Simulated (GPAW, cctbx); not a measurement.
# Zr2TiNi2: what bonding does to one electron reflection, worked out

Zr2TiNi2, P4/mbm (no. 127), a = 7.1794 Å, b = 7.1794 Å, c = 3.2911 Å, α = 90.00°, β = 90.00°, γ = 90.00°.

| atom | mult. | x | y | z |
| --- | --- | --- | --- | --- |
| Zr1 | 4 | 0.1723 | 0.3277 | 1/2 |
| Ni1 | 4 | 0.3748 | 0.1252 | 0 |
| Ti1 | 2 | 0 | 0 | 0 |

The cell comes from substitution in a known structure type and wasn't matched to any measured phase.

A DFT run (GPAW, PBE, 450 eV, 7×4×4 k-points (along the axes of the calculation cell), Fermi–Dirac width 0.1 eV, spin-polarised) gives the static X-ray structure factor of 110 as 45.006 e for the conventional cell; superposed free atoms give 44.751 e. **Problem.** Find the Fourier component V of the crystal potential and the two-beam extinction distance at 120 kV in both cases.

### 1. Geometry

The cell volume is Ω = 169.64 Å³ and d(110) = 5.0766 Å, so g = 1/d = 0.1970 Å⁻¹.

### 2. The nuclei

Electrons feel nuclei as well as electrons, so the nuclear charges are summed with the same phases.

Phase sums Σ exp(2πi h·x), turned so that the total is real and positive: Zr +0.879, Ni +1.996, Ti -2.000. Then F_Z = 40 × (+0.879) + 28 × (+1.996) + 22 × (-2.000) = 47.06 e. The electron term has the same sign for this reflection.

### 3. Mott–Bethe

Poisson's equation, term by term, gives V = (e/4πε₀)(F_Z − F)/(πΩg²), with e/4πε₀ = 14.3996 V Å.

The prefactor is 14.3996 × 5.0766²/(π × 169.64) = 0.69633 V per electron. Free atoms: (47.06 − 44.751) × 0.69633 = 1.605 V. Crystal: (47.06 − 45.006) × 0.69633 = 1.428 V. F changes by +0.57 % and V by -11.1 %: the same 0.26 e is measured against F_Z − F = 2.3 e in place of F = 44.8 e.

### 4. Extinction distance

In the two-beam case ξ = 1/(λU) with U = 2γm₀eV/h², that is ξ = 150.41 V Å²/(γλV).

At 120 kV, λ = 0.03349 Å and γ = 1.2348. Free atoms: ξ = 2266 Å. Crystal: ξ = 2547 Å. The thickness fringes go as sin²(πt/ξ), so the two patterns slip by a quarter of a period when t|1/ξ₁ − 1/ξ₀| = 1/4, at t ≈ 512 nm. Thermal motion, absorption and many-beam coupling, left out here, change a real pattern.

### 5. Answer

V(110) is 1.43 V against 1.61 V, and ξ is 2547 against 2266 Å. Limits: static atoms, two beams.
